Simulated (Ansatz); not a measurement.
# Ag wire along [100], 12 atoms a period: bands along the axis, part 2 of 2

Wanted: the relaxed geometry and the bands of the Ag wire along [100], 12 atoms a period.

Ansatz 0.2.0; DFT PBE, plane waves, PAW; relaxation of a wire's period; PAW set soft_1 (the session's first sound run).

So far: The starting structure; The relaxed wire.

**2. The relaxed wire (continued)**

The steps of the relaxation:

```csv
step,energy less that of the first step (eV),largest force component (eV/Å),pressure (GPa),volume (Å³)
1,0.0000,0.3697,-1.35,704.05
2,-0.2519,0.1500,0.40,682.57
3,-0.2901,0.0218,-0.14,680.12
4,-0.3000,0.0190,-0.13,673.92
5,-0.3075,0.0019,-0.06,664.15
6*,-0.3009,0.0016,-0.06,664.15
```

Relaxation steps marked * repeat the geometry before them on a plane-wave basis chosen anew for their cell, so energy and pressure can jump there.

The run keeps the 16 symmetry operations that it works with, so distortions that break them were not tested.

```csv
cell as run,before,after,change
c (Å),4.150,3.915,-5.7 %
```

The atoms that moved most (Å, along periodic axes as changes of fractional coordinates times the final cell, across vacuum about the mean position):

```csv
atom,dx,dy,dz,length
Ag2,-0.028,-0.028,0.000,0.040
Ag10,0.028,-0.028,0.000,0.040
Ag9,-0.028,0.028,0.000,0.040
Ag5,0.028,0.028,0.000,0.040
Ag1,0.021,-0.008,0.000,0.023
Ag4,-0.008,0.021,0.000,0.023
Ag8,0.008,0.021,0.000,0.023
Ag7,0.021,0.008,0.000,0.023
```

Final coordinates:

```cif
data_structure
_symmetry_space_group_name_H-M 'P 1'
_symmetry_Int_Tables_number 1
_cell_length_a 13.0250
_cell_length_b 13.0250
_cell_length_c 3.9148
_cell_angle_alpha 90.000
_cell_angle_beta 90.000
_cell_angle_gamma 90.000
_cell_volume 664.15
loop_
_atom_site_label
_atom_site_type_symbol
_atom_site_fract_x
_atom_site_fract_y
_atom_site_fract_z
_atom_site_occupancy
Ag1 Ag 0.26269 0.57902 0.00000 1
Ag2 Ag 0.41816 0.41816 0.00000 1
Ag3 Ag 0.42098 0.73731 0.00000 1
Ag4 Ag 0.57902 0.26269 0.00000 1
Ag5 Ag 0.58184 0.58184 0.00000 1
Ag6 Ag 0.73731 0.42098 0.00000 1
Ag7 Ag 0.26269 0.42098 0.50000 1
Ag8 Ag 0.42098 0.26269 0.50000 1
Ag9 Ag 0.41816 0.58184 0.50000 1
Ag10 Ag 0.58184 0.41816 0.50000 1
Ag11 Ag 0.57902 0.73731 0.50000 1
Ag12 Ag 0.73731 0.57902 0.50000 1
```

Numbers from this step:

* energy at zero smearing: -91081.2890 eV
* cell length along the wire: 3.915 Å

The cell's length comes to 3.915 Å with spin left out.

**3. Bands of the perfect wire**

This step: DFT PBE, plane waves, PAW; bands of a perfect wire; PAW set soft_1 (Ansatz 0.2.0).

At the relaxed period the bands are computed along the axis; those that cross an energy going forward count the channels that a perfect wire would open there.

The input, input.yaml:

```yaml
crystal:
  lattice:
    - [13.025, 0.0, 0.0]
    - [0.0, 13.025, 0.0]
    - [0.0, 0.0, 3.9148330284]
  atoms:
    - { symbol: Ag, position: [0.262685577, 0.579024992, 0.0] }
    - { symbol: Ag, position: [0.418162682, 0.418162682, 0.0] }
    - { symbol: Ag, position: [0.420975008, 0.737314423, 0.0] }
    - { symbol: Ag, position: [0.579024992, 0.262685577, 0.0] }
    - { symbol: Ag, position: [0.581837318, 0.581837318, 0.0] }
    - { symbol: Ag, position: [0.737314423, 0.420975008, 0.0] }
    - { symbol: Ag, position: [0.262685577, 0.420975008, 0.5] }
    - { symbol: Ag, position: [0.420975008, 0.262685577, 0.5] }
    - { symbol: Ag, position: [0.418162682, 0.581837318, 0.5] }
    - { symbol: Ag, position: [0.581837318, 0.418162682, 0.5] }
    - { symbol: Ag, position: [0.579024992, 0.737314423, 0.5] }
    - { symbol: Ag, position: [0.737314423, 0.579024992, 0.5] }
kpoints:
  mp_grid: { grid: [1, 1, 21] }
  band_path: { path: ["Γ", Z], npoints: 90 }
scf:
  occupations: { method: fermi_dirac, width: 0.05 }
hamiltonian:
  xc: pbe
  pseudopotentials: { kind: paw, azcp: { folder: soft_1 } }
output:
  dos: { e_range: [-5, 4] }
  write_potential: true
  write_density: true
  volumetric_format: npy
```

The run is started by

```
$ ansatz run input.yaml --threads 4 --pin off --max-ram 16384MiB --backend cpu --events-out ev --progress --plain --runs-dir out
```

Numbers of over 12 decimals in the logs are rounded to 6 here.

What it wrote:

```text
[...]
Crystal: 12 atoms, lattice volume = 664.154 Å³
Basis set: ecut = 420 eV, 13061 PW (Γ)
Bands: 137, of which v1, the nominal top of the filled ones, is band 114 counted from 1 (113 counted from 0)
Symmetry: 16 space group operations
[...]
k-points: 11 of 21
[...]
SCF iter   1: F=—  HF=-91083.423111 eV  |F-HF|=—  |Δ(HF+E_count)|=         —  Δρ=2.89e-2  dr2=8.11e0  ethr=3.10e-3  ⟨swp⟩=6.5  Hψ=5738  notcnv=0  defer=58
[...]
SCF iter  10: F=-91081.279826 eV  HF=-91081.279826 eV  |F-HF|=1.47e-8  |Δ(HF+E_count)|=   1.66e-7  Δρ=1.32e-6  dr2=1.24e-8  ethr=4.39e-11  ⟨swp⟩=13.0  Hψ=5706  notcnv=0
SCF 1 converged in 10 iterations: F = -91081.279826 eV  dr2 = 1.24e-8
[...]
NSCF: frozen V_eff on 91 k-points
WARN: The output density's exchange-correlation potential varies sharply where the density is thin. Do not read a vacuum level from v_tot or v_xc, or from such a field of the output density. On a cell that repeats whose density bears no net charge and no dipole along the vacuum's axis use v_es (v_loc + v_h of the components); under efield.dipole_correction with no amplitude use v_es + v_field, which holds any externa [...]
SCF converged after 10 iterations
Free energy (F): -91081.279826 eV
[...]
Internal energy: -91081.241693 eV  (E = F + TS)
E sigma→0 (E₀):  -91081.260760 eV
Entropy (-TS):   -0.038133 eV (-3.178 meV/atom)
Fermi energy:    2.713496 eV
[...]
--- Band table (eV; the first three rows and the last of 11) ---
  k-point 0: bands = [... 110 lower, -0.1192, 0.3441, 1.2400, 1.4350, 2.8869, 2.8869, 3.7344, 3.7344, ... 19 higher]
  k-point 1: bands = [... 110 lower, -0.1480, 0.3893, 1.2565, 1.4603, 2.9158, 2.9158, 3.7589, 3.7589, ... 19 higher]
  k-point 2: bands = [... 110 lower, -0.1667, 0.5131, 1.3071, 1.5345, 3.0014, 3.0014, 3.8318, 3.8318, ... 19 higher]
  k-point 10: bands = [... 110 lower, 1.4045, 1.4045, 2.1888, 2.1888, 3.1757, 3.4098, 3.6001, 3.7029, ... 19 higher]
```

Run time: 80 s. Hardware: 4 threads of Arm Neoverse V2, shared host; peak memory 4.2 GiB; 5.3 min of CPU time.

Reading the cycles: dr2 is the Hartree energy of the density residual (eV), the measure of convergence; HF is the Harris–Foulkes estimate of the energy, which meets the free energy F at convergence.

Numbers from this step:

```
energy at zero smearing : -91081.2608 eV
band gap                : 0 eV
```

Electronic bands along the path, in eV, zero at the Fermi level:

```csv
point,band 111,band 112,band 113,band 114,band 115,band 116,band 117,band 118
Γ,-2.83,-2.37,-1.47,-1.28,0.17,0.17,1.02,1.02
halfway,-2.87,-1.44,-0.98,-0.63,0.90,0.90,0.98,1.65
Z,-1.21,-1.21,-0.64,-0.64,0.72,0.72,0.86,0.86
```

Between Γ and Z the bands cross the Fermi level 4 times, so a perfect wire would conduct at least 4 G₀, with spin left out.

**4. Summary of results**

```
cell length, PBE                                            : 3.915 Å
ballistic conductance by band crossings, a lower bound, PBE : 4 G₀
```

Under PBE the cell's length is 3.91 Å, and the bands cross the Fermi level 4 times between Γ and Z, which gives a perfect wire at least 4 G₀ (opposite crossings within one step of the path cancel in such a count).

[Logs are printed without paths, hosts, clocks, repeated set-up lines and the standing remarks that a program may print on its own settings, such as how far it seeks lower states.]

[Hosts, paths, dates, database ids (printed as entryN), source tags and the programs' standing remarks are cut or masked in the printed files.]
